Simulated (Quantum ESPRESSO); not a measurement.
Records of electronic-structure calculations.

```
Mg7CoO8 (MgO32 Co2 d5p16): which magnetic order is lowest
1.0
     8.42400    0.00000    0.00000
     0.00000    8.42400    0.00000
     0.00000    0.00000    4.21200
Co O Mg
2 16 14
Direct
  0.00000 0.00000 0.00000
  0.25000 0.50000 0.50000
  0.25000 0.00000 0.00000
  0.25000 0.25000 0.50000
  0.00000 0.00000 0.50000
  0.00000 0.25000 0.00000
  0.25000 0.50000 0.00000
  0.25000 0.75000 0.50000
  0.00000 0.50000 0.50000
  0.00000 0.75000 0.00000
  0.75000 0.00000 0.00000
  0.75000 0.25000 0.50000
  0.50000 0.00000 0.50000
  0.50000 0.25000 0.00000
  0.75000 0.50000 0.00000
  0.75000 0.75000 0.50000
  0.50000 0.50000 0.50000
  0.50000 0.75000 0.00000
  0.00000 0.25000 0.50000
  0.25000 0.00000 0.50000
  0.25000 0.25000 0.00000
  0.00000 0.50000 0.00000
  0.00000 0.75000 0.50000
  0.25000 0.75000 0.00000
  0.50000 0.00000 0.00000
  0.50000 0.25000 0.50000
  0.75000 0.00000 0.50000
  0.75000 0.25000 0.00000
  0.50000 0.50000 0.00000
  0.50000 0.75000 0.50000
  0.75000 0.50000 0.50000
  0.75000 0.75000 0.00000
# method: PBE; plane waves with GBRV 1.5 PBE potentials, no spin-orbit coupling (and 1 further level or step)
# program: Quantum ESPRESSO 7.5
# settings of one run: GBRV 1.5 PBE, cutoff 544.23 eV, 3×3×6 k-mesh, 172 bands, fermi-dirac occupations, smearing width 0.05 eV, collinear spin, SCF threshold 6.40e-8, mesh matched on, starting moments on Co, summing to 6 μB
# cost: 2 runs, 44 min in all on 4 MPI ranks of Intel Xeon at 2.50GHz (Skylake/Cascade Lake), shared host (the runs of this entry)
# notes: The structure was built from a prototype and need not be the compound’s stable phase. The run is spin-polarised, with a total moment of 6.00 μB a cell (absolute 6.14). No Hubbard term acts here. In such compounds local and semilocal functionals without one often delocalise the d electrons, and can shrink or lose moments and miss the size, sign and order of the couplings. The smearing term is large for its width, so states at the Fermi level are partly filled: at this level the cell is a metal or has a gap of a few widths at most.
# lowest state found: ferromagnetic (from ferro ++)
# largest site moment: 2.49 μB
# next state with moments: antiferromagnetic, 1.76 meV a seeded atom higher
```

[Logs and program files are shortened in this print: banners, set-up blocks, solver, clock and traceback lines can be left out without a mark of their own.]

[Logs are printed without paths, hosts, clocks, repeated set-up lines and the standing remarks that a program may print on its own settings, such as how far it seeks lower states.]

[Hosts, paths, dates, database ids (printed as entryN), source tags and the programs' standing remarks are cut or masked in the printed files.]

[Where a cell is said to come from a database of computed structures, the database is the Materials Project.]
